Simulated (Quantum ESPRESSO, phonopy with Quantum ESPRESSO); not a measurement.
# C (Fd-3m): a volume series of phonon spectra, part 6 of 7

Aim: how the vibrations of C shift with volume, and the expansion that follows.

What experiment has found for this phase:
- volume expansion coefficient 3.5 1e-6/K and bulk modulus 442 GPa near room temperature (given in “High-Throughput Prediction of Finite-Temperature Properties using the Quasi-Harmonic Approximation”, 2016, arXiv:1603.06924)

Quantum ESPRESSO 7.5; DFT PBE, scalar-relativistic, plane waves, GBRV ultrasoft pseudopotentials.

So far. Step 9 (Phonons, V/V0 1.015): The time given is that of the one pw.x run on a displaced cell behind this step. Step 10 (Ground state at this cell, V/V0 0.985): The run ends at a pressure of 6.74 GPa.

### Step 12. Phonons, V/V0 0.985

This step: DFT PBE, scalar-relativistic, plane waves, GBRV ultrasoft pseudopotentials (phonopy with Quantum ESPRESSO 4.10.0 / 7.5).

Elapsed: 2.6 min, on 4 threads of Arm Neoverse V2, shared host; 10 min of CPU time.

Phonopy, no LO-TO term. The phonon branches at the labelled points (cm⁻¹):

| point | branch 1 | branch 2 | branch 3 | branch 4 | branch 5 | branch 6 |
| --- | --- | --- | --- | --- | --- | --- |
| Γ | 0 | 0 | 0 | 1314 | 1314 | 1314 |
| halfway | 528 | 528 | 759 | 1224 | 1224 | 1334 |
| X | 800 | 800 | 1066 | 1066 | 1207 | 1207 |
| halfway | 790 | 853 | 1046 | 1074 | 1171 | 1222 |
| U | 756 | 979 | 1008 | 1072 | 1099 | 1245 |
| jump to K | 756 | 980 | 1008 | 1072 | 1099 | 1245 |
| halfway | 483 | 583 | 770 | 1239 | 1258 | 1294 |
| Γ | 0 | 0 | 0 | 1314 | 1314 | 1314 |
| halfway | 401 | 401 | 708 | 1265 | 1265 | 1318 |
| L | 559 | 559 | 1047 | 1211 | 1211 | 1274 |
| halfway | 677 | 789 | 1025 | 1134 | 1204 | 1227 |
| W | 894 | 894 | 1024 | 1024 | 1178 | 1178 |
| halfway | 841 | 841 | 1051 | 1051 | 1192 | 1192 |
| X | 800 | 800 | 1066 | 1066 | 1207 | 1207 |

The phonon branches as a text plot (rows in cm⁻¹):

```
   1306 |**********             *****************
   1251 |    ***   **   ***********         **** *******
   1195 |       **   ***    ****                *****************
   1139 |         ***   *  ***                        *  *
   1084 |          *********                           *      ***
   1028 |         *    ****                     **************
    973 |                 **                   *
    917 |       **       *  **                          ***
    862 |              **   ****             **        * * ***
    806 |            ****                             * *     ***
    750 |     **   **    **     *                      *
    695 |         *        *  **            *        **
    639 |       **          **   **                 **
    584 |    *                ***                ****
    528 |     **                           *   **
    473 |                       *            **
    417 |  ***                   ****       *
    361 |                        **      **
    306 |  **                      **      *
    250 |                          ***
    195 | *                             ***
    139 | *                          *  *
     83 |
     28 |*                            **
         Γ           X  U|K            Γ         L        W     X
```

No mode is imaginary beyond numerical noise along the path. The highest zone-centre mode (no LO–TO term) moved by +1.5 % for a volume change of -1.5 %.

The time given is that of the one pw.x run on a displaced cell behind this step.

### Step 13. Self-consistent run, V/V0 1.03

A tight ground state at this cell gives the energy of this member; its pressure is the stress at this cutoff, which can carry an offset from the finite basis.

This step: DFT PBE, scalar-relativistic, plane waves, GBRV ultrasoft pseudopotentials (Quantum ESPRESSO 7.5).

System of this step: C. Symmetry: Fd-3m, No. 227, cubic system. Conventional cell: a = 3.606 Å, b = 3.606 Å, c = 3.606 Å, α = 90.00°, β = 90.00°, γ = 90.00°. Nearest to C lie 4 C at 1.56 Å.

Input file scf.in:

```
&CONTROL
  calculation = 'scf'
  prefix      = 'x'
  outdir      = './tmp'
  pseudo_dir  = './pseudo'
  tprnfor     = .true.
  tstress     = .true.
/
&SYSTEM
  ibrav       = 0
  nat         = 2
  ntyp        = 1
  ecutwfc     = 45.0
  ecutrho     = 270.0
  occupations = 'fixed'
  nbnd        = 6
/
&ELECTRONS
  conv_thr         = 1.0d-12
  mixing_beta      = 0.7
  electron_maxstep = 100
/
ATOMIC_SPECIES
 C      12.0110  C.upf
CELL_PARAMETERS angstrom
     0.000000000    1.803120699    1.803120699
     1.803120699    0.000000000    1.803120699
     1.803120699    1.803120699    0.000000000
ATOMIC_POSITIONS crystal
 C      0.000000000   0.000000000   0.000000000
 C      0.250000000   0.250000000   0.250000000
K_POINTS automatic
 12 12 12 0 0 0
```

The run is started by

```sh
OMP_NUM_THREADS=1 mpirun -n 4 pw.x -nk 4 -in scf.in > scf.out
```

The log of the run:

```text
[banner, memory and clock lines left out]
Program PWSCF v.7.5

     Message from routine setup:
     using ibrav=0 with symmetry is DISCOURAGED, use correct ibrav instead

     G-vector sticks info

     bravais-lattice index     =            0
     lattice parameter (alat)  =       4.8188  a.u.
     unit-cell volume          =      79.1227 (a.u.)^3
     number of atoms/cell      =            2
     number of atomic types    =            1
     number of electrons       =         8.00
[...]
atom    2 type  1   force =    -0.00000000    0.00000000   -0.00000000

     Total force =     0.000000     Total SCF correction =     0.000000

     Computing stress (Cartesian axis) and pressure

          total   stress  (Ry/bohr**3)                   (kbar)     P=     -121.13
[...]
-0.00000000  -0.00082344  -0.00000000           -0.00     -121.13       -0.00
  -0.00000000  -0.00000000  -0.00082344           -0.00       -0.00     -121.13

     XML data file, charge density, pseudopotentials, collected wavefunctions
[key lines of the parts left out:]
!    total energy              =     -22.96072199 Ry
convergence has been achieved in   8 iterations
```

Run time: 1.5 s. Hardware: 4 MPI ranks; 5.7 s of CPU time.

The run ends at a pressure of -12.11 GPa.

### Step 14. Forces on a displaced cell

One atom (for the harmonic constants) or a pair of atoms (for the cubic ones) is moved by a few hundredths of an ångström; the forces on all atoms give a column of force constants. The threshold is tight because the forces are small.

System of this step: C. The cell holds 54 atoms: 54 C. Cell: a = 7.650 Å, b = 7.650 Å, c = 7.650 Å, α = 60.0°, β = 60.0°, γ = 60.0°. It derives from C, repeated 3×3×3.

Input file disp-00001.in:

```
&CONTROL
  calculation = 'scf'
  prefix      = 'x'
  outdir      = './tmp'
  pseudo_dir  = './pseudo'
  tprnfor     = .true.
  disk_io     = 'none'
/
&SYSTEM
  ibrav       = 0
  nat         = 54
  ntyp        = 1
  ecutwfc     = 45.0
  ecutrho     = 270.0
  occupations = 'fixed'
  nbnd        = 110
/
&ELECTRONS
  conv_thr         = 1.0d-11
  mixing_beta      = 0.7
  electron_maxstep = 100
/
ATOMIC_SPECIES
 C      12.0110  C.upf
CELL_PARAMETERS angstrom
     0.000000000    5.409362098    5.409362098
     5.409362098    0.000000000    5.409362098
     5.409362098    5.409362098    0.000000000
ATOMIC_POSITIONS crystal
 C      0.002614381   0.000000000   0.000000000
 C      0.333333333   0.000000000   0.000000000
 C      0.666666667   0.000000000   0.000000000
 C      0.000000000   0.333333333   0.000000000
 C      0.333333333   0.333333333   0.000000000
 C      0.666666667   0.333333333   0.000000000
 C      0.000000000   0.666666667   0.000000000
 C      0.333333333   0.666666667   0.000000000
 C      0.666666667   0.666666667   0.000000000
 C      0.000000000   0.000000000   0.333333333
 C      0.333333333   0.000000000   0.333333333
 C      0.666666667   0.000000000   0.333333333
 C      0.000000000   0.333333333   0.333333333
 C      0.333333333   0.333333333   0.333333333
 C      0.666666667   0.333333333   0.333333333
 C      0.000000000   0.666666667   0.333333333
 C      0.333333333   0.666666667   0.333333333
 C      0.666666667   0.666666667   0.333333333
 C      0.000000000   0.000000000   0.666666667
 C      0.333333333   0.000000000   0.666666667
 C      0.666666667   0.000000000   0.666666667
 C      0.000000000   0.333333333   0.666666667
 C      0.333333333   0.333333333   0.666666667
 C      0.666666667   0.333333333   0.666666667
 C      0.000000000   0.666666667   0.666666667
 C      0.333333333   0.666666667   0.666666667
 C      0.666666667   0.666666667   0.666666667
 C      0.083333333   0.083333333   0.083333333
 C      0.416666667   0.083333333   0.083333333
 C      0.750000000   0.083333333   0.083333333
 C      0.083333333   0.416666667   0.083333333
 C      0.416666667   0.416666667   0.083333333
 C      0.750000000   0.416666667   0.083333333
 C      0.083333333   0.750000000   0.083333333
 C      0.416666667   0.750000000   0.083333333
 C      0.750000000   0.750000000   0.083333333
 C      0.083333333   0.083333333   0.416666667
 C      0.416666667   0.083333333   0.416666667
 C      0.750000000   0.083333333   0.416666667
 C      0.083333333   0.416666667   0.416666667
 C      0.416666667   0.416666667   0.416666667
 C      0.750000000   0.416666667   0.416666667
 C      0.083333333   0.750000000   0.416666667
 C      0.416666667   0.750000000   0.416666667
 C      0.750000000   0.750000000   0.416666667
 C      0.083333333   0.083333333   0.750000000
 C      0.416666667   0.083333333   0.750000000
 C      0.750000000   0.083333333   0.750000000
 C      0.083333333   0.416666667   0.750000000
 C      0.416666667   0.416666667   0.750000000
 C      0.750000000   0.416666667   0.750000000
 C      0.083333333   0.750000000   0.750000000
 C      0.416666667   0.750000000   0.750000000
 C      0.750000000   0.750000000   0.750000000
K_POINTS automatic
 3 3 3 0 0 0
```

The run is started by

```sh
OMP_NUM_THREADS=1 mpirun -n 4 pw.x -nk 4 -in disp-00001.in > disp-00001.out
```

The log of the run:

```text
[banner, memory and clock lines left out]
Program PWSCF v.7.5

     Message from routine setup:
     using ibrav=0 with symmetry is DISCOURAGED, use correct ibrav instead

     G-vector sticks info

     bravais-lattice index     =            0
     lattice parameter (alat)  =      14.4564  a.u.
     unit-cell volume          =    2136.3124 (a.u.)^3
     number of atoms/cell      =           54
     number of atomic types    =            1
     number of electrons       =       216.00
[...]
atom    1 type  1   force =    -0.00068744   -0.02298179   -0.02298179
     atom    2 type  1   force =     0.00069635    0.00172054    0.00172054
     atom    3 type  1   force =    -0.00069234    0.00164625    0.00164625
[...]
atom   53 type  1   force =     0.00009800   -0.00007501   -0.00007501
     atom   54 type  1   force =    -0.00000013   -0.00002946   -0.00002946

     Total force =     0.035888     Total SCF correction =     0.000004
     Message from routine punch:
     Nothing written, as per user request (disk_io='none')
[key lines of the parts left out:]
!    total energy              =    -619.93838762 Ry
convergence has been achieved in  14 iterations
```

It took 2.7 min on 4 MPI ranks; 11 min of CPU time.

### Step 15. Phonons, V/V0 1.03

This step: DFT PBE, scalar-relativistic, plane waves, GBRV ultrasoft pseudopotentials (phonopy with Quantum ESPRESSO 4.10.0 / 7.5).

Run time: 2.7 min. Hardware: 4 threads; 11 min of CPU time.

No mode is imaginary beyond numerical noise along the path. The highest zone-centre mode (no LO–TO term) moved by -2.9 % for a volume change of +3.0 %.

The time given is that of the one pw.x run on a displaced cell behind this step.

### Step 16. Ground state at this cell, V/V0 0.97

A tight ground state at this cell gives the energy of this member; its pressure is the stress at this cutoff, which can carry an offset from the finite basis.

This step: DFT PBE, scalar-relativistic, plane waves, GBRV ultrasoft pseudopotentials (Quantum ESPRESSO 7.5).

System of this step: C. Symmetry: Fd-3m, No. 227, cubic system. Conventional cell: a = 3.535 Å, b = 3.535 Å, c = 3.535 Å, α = 90.00°, β = 90.00°, γ = 90.00°. C has 4 C at 1.53 Å nearest.

Edit scf.in of step 13 so:

```diff
@@ -25,5 +25,5 @@
 CELL_PARAMETERS angstrom
-     0.000000000    1.803120699    1.803120699
-     1.803120699    0.000000000    1.803120699
-     1.803120699    1.803120699    0.000000000
+     0.000000000    1.767405907    1.767405907
+     1.767405907    0.000000000    1.767405907
+     1.767405907    1.767405907    0.000000000
 ATOMIC_POSITIONS crystal
```

The run is started by

```sh
OMP_NUM_THREADS=1 mpirun -n 4 pw.x -nk 4 -in scf.in > scf.out
```

The log of the run:

```text
[banner, memory and clock lines left out]
Program PWSCF v.7.5

     Message from routine setup:
     using ibrav=0 with symmetry is DISCOURAGED, use correct ibrav instead

     G-vector sticks info

     bravais-lattice index     =            0
     lattice parameter (alat)  =       4.7234  a.u.
     unit-cell volume          =      74.5136 (a.u.)^3
     number of atoms/cell      =            2
     number of atomic types    =            1
     number of electrons       =         8.00
[...]
atom    2 type  1   force =    -0.00000000   -0.00000000    0.00000000

     Total force =     0.000000     Total SCF correction =     0.000000

     Computing stress (Cartesian axis) and pressure

          total   stress  (Ry/bohr**3)                   (kbar)     P=      139.60
[...]
0.00000000   0.00094901   0.00000000            0.00      139.60        0.00
   0.00000000   0.00000000   0.00094901            0.00        0.00      139.60

     XML data file, charge density, pseudopotentials, collected wavefunctions
[key lines of the parts left out:]
!    total energy              =     -22.96052175 Ry
convergence has been achieved in   8 iterations
```

Elapsed: 1.4 s, on 4 MPI ranks.

The run ends at a pressure of 13.96 GPa.

### Step 17. A displaced supercell

One atom (for the harmonic constants) or a pair of atoms (for the cubic ones) is moved by a few hundredths of an ångström; the forces on all atoms give a column of force constants. The threshold is tight because the forces are small.

System of this step: C. The cell holds 54 atoms: 54 C. Its edges and angles: a = 7.498 Å, b = 7.498 Å, c = 7.498 Å, α = 60.0°, β = 60.0°, γ = 60.0°. It derives from C, repeated 3×3×3.

Edit disp-00001.in of step 14 so:

```diff
@@ -25,7 +25,7 @@
 CELL_PARAMETERS angstrom
-     0.000000000    5.409362098    5.409362098
-     5.409362098    0.000000000    5.409362098
-     5.409362098    5.409362098    0.000000000
+     0.000000000    5.302217721    5.302217721
+     5.302217721    0.000000000    5.302217721
+     5.302217721    5.302217721    0.000000000
 ATOMIC_POSITIONS crystal
- C      0.002614381   0.000000000   0.000000000
+ C      0.002667211   0.000000000   0.000000000
  C      0.333333333   0.000000000   0.000000000
```

The run is started by

```sh
OMP_NUM_THREADS=1 mpirun -n 4 pw.x -nk 4 -in disp-00001.in > disp-00001.out
```

The log of the run:

```text
[banner, memory and clock lines left out]
Program PWSCF v.7.5

     Message from routine setup:
     using ibrav=0 with symmetry is DISCOURAGED, use correct ibrav instead

     G-vector sticks info

     bravais-lattice index     =            0
     lattice parameter (alat)  =      14.1701  a.u.
     unit-cell volume          =    2011.8670 (a.u.)^3
     number of atoms/cell      =           54
     number of atomic types    =            1
     number of electrons       =       216.00
[...]
atom    1 type  1   force =    -0.00082150   -0.02593392   -0.02593392
     atom    2 type  1   force =     0.00076700    0.00190569    0.00190569
     atom    3 type  1   force =    -0.00076227    0.00182418    0.00182418
[...]
atom   53 type  1   force =     0.00010072   -0.00008618   -0.00008618
     atom   54 type  1   force =    -0.00000017   -0.00002879   -0.00002879

     Total force =     0.040671     Total SCF correction =     0.000003
     Message from routine punch:
     Nothing written, as per user request (disk_io='none')
[key lines of the parts left out:]
!    total energy              =    -619.93291286 Ry
convergence has been achieved in  14 iterations
```

Wall time 2.5 min (4 MPI ranks); 10 min of CPU time.

### Step 18. Lattice dynamics at this volume, V/V0 0.97

This step: DFT PBE, scalar-relativistic, plane waves, GBRV ultrasoft pseudopotentials (phonopy with Quantum ESPRESSO 4.10.0 / 7.5).

Elapsed: 2.5 min, on 4 threads; 10 min of CPU time.

Phonopy, no LO-TO term. The phonon branches at the labelled points (cm⁻¹):

```csv
point,branch 1,branch 2,branch 3,branch 4,branch 5,branch 6
Γ,0,0,0,1334,1334,1334
halfway,533,533,769,1245,1245,1354
X,804,804,1091,1091,1224,1224
halfway,793,859,1069,1099,1188,1242
U,759,988,1027,1087,1123,1267
jump to K,759,988,1027,1087,1123,1267
halfway,485,591,781,1260,1279,1312
Γ,0,0,0,1334,1334,1334
halfway,404,404,720,1286,1286,1337
L,561,561,1071,1234,1234,1286
halfway,681,796,1046,1152,1221,1251
W,901,902,1040,1040,1201,1201
halfway,846,846,1072,1072,1212,1212
X,804,804,1091,1091,1224,1224
```

The phonon branches as a text plot (rows in cm⁻¹):

```
   1325 |**********             ****************
   1269 |    ***   **  ************         ************
   1213 |       **   ***    ****                *****************
   1156 |         ***   *  *                          *
   1100 |          *********                           *     ****
   1043 |         *    ****                     *************
    987 |                 **                   *
    931 |       **       *  **                          **
    874 |              **   ****             **        *  ***
    818 |            ***                              *  *   ****
    761 |     **   **   ***     *                      **
    705 |         *        *  **            *        **
    649 |       **          **   **                 **
    592 |    *                ***                 ***
    536 |     **                           *   ***
    479 |                       *            **
    423 |  ***                   ****       *
    367 |                        **      **
    310 |  **                      **      *
    254 |                          ***
    197 | *                             ***
    141 | *                          *
     85 |                               *
     28 |*                            **
         Γ           X  U|K            Γ         L        W     X
```

No mode is imaginary beyond numerical noise along the path. The highest zone-centre mode (no LO–TO term) moved by +3.1 % for a volume change of -3.0 %.

The time given is that of the one pw.x run on a displaced cell behind this step.

### Step 19. Ground state at this cell, V/V0 1.05

A tight ground state at this cell gives the energy of this member; its pressure is the stress at this cutoff, which can carry an offset from the finite basis.

This step: DFT PBE, scalar-relativistic, plane waves, GBRV ultrasoft pseudopotentials (Quantum ESPRESSO 7.5).

System of this step: C. Symmetry: Fd-3m, No. 227, cubic system. The conventional cell has a = 3.629 Å, b = 3.629 Å, c = 3.629 Å, α = 90.00°, β = 90.00°, γ = 90.00°. Nearest to C lie 4 C at 1.57 Å.

Edit scf.in of step 16 so:

```diff
@@ -25,5 +25,5 @@
 CELL_PARAMETERS angstrom
-     0.000000000    1.767405907    1.767405907
-     1.767405907    0.000000000    1.767405907
-     1.767405907    1.767405907    0.000000000
+     0.000000000    1.814716650    1.814716650
+     1.814716650    0.000000000    1.814716650
+     1.814716650    1.814716650    0.000000000
 ATOMIC_POSITIONS crystal
```

The run is started by

```sh
OMP_NUM_THREADS=1 mpirun -n 4 pw.x -nk 4 -in scf.in > scf.out
```

The log of the run:

```text
[banner, memory and clock lines left out]
Program PWSCF v.7.5

     Message from routine setup:
     using ibrav=0 with symmetry is DISCOURAGED, use correct ibrav instead

     G-vector sticks info

     bravais-lattice index     =            0
     lattice parameter (alat)  =       4.8498  a.u.
     unit-cell volume          =      80.6590 (a.u.)^3
     number of atoms/cell      =            2
     number of atomic types    =            1
     number of electrons       =         8.00
[...]
atom    2 type  1   force =    -0.00000000    0.00000000    0.00000000

     Total force =     0.000000     Total SCF correction =     0.000000

     Computing stress (Cartesian axis) and pressure

          total   stress  (Ry/bohr**3)                   (kbar)     P=     -193.00
[...]
-0.00000000  -0.00131199   0.00000000           -0.00     -193.00        0.00
   0.00000000  -0.00000000  -0.00131199            0.00       -0.00     -193.00

     XML data file, charge density, pseudopotentials, collected wavefunctions
[key lines of the parts left out:]
!    total energy              =     -22.95910586 Ry
convergence has been achieved in   8 iterations
```

Elapsed: 1.4 s, on 4 MPI ranks; 5.5 s of CPU time.

The run ends at a pressure of -19.30 GPa.

(Part 6 of 7 ends here.)

[Logs are printed without paths, hosts, clocks, repeated set-up lines and the standing remarks that a program may print on its own settings, such as how far it seeks lower states.]

[Hosts, paths, dates, database ids (printed as entryN), source tags and the programs' standing remarks are cut or masked in the printed files.]

[A step with changed settings may run another functional than the one named; its input shows which.]

[Of the runs on displaced cells, only some may be shown.]
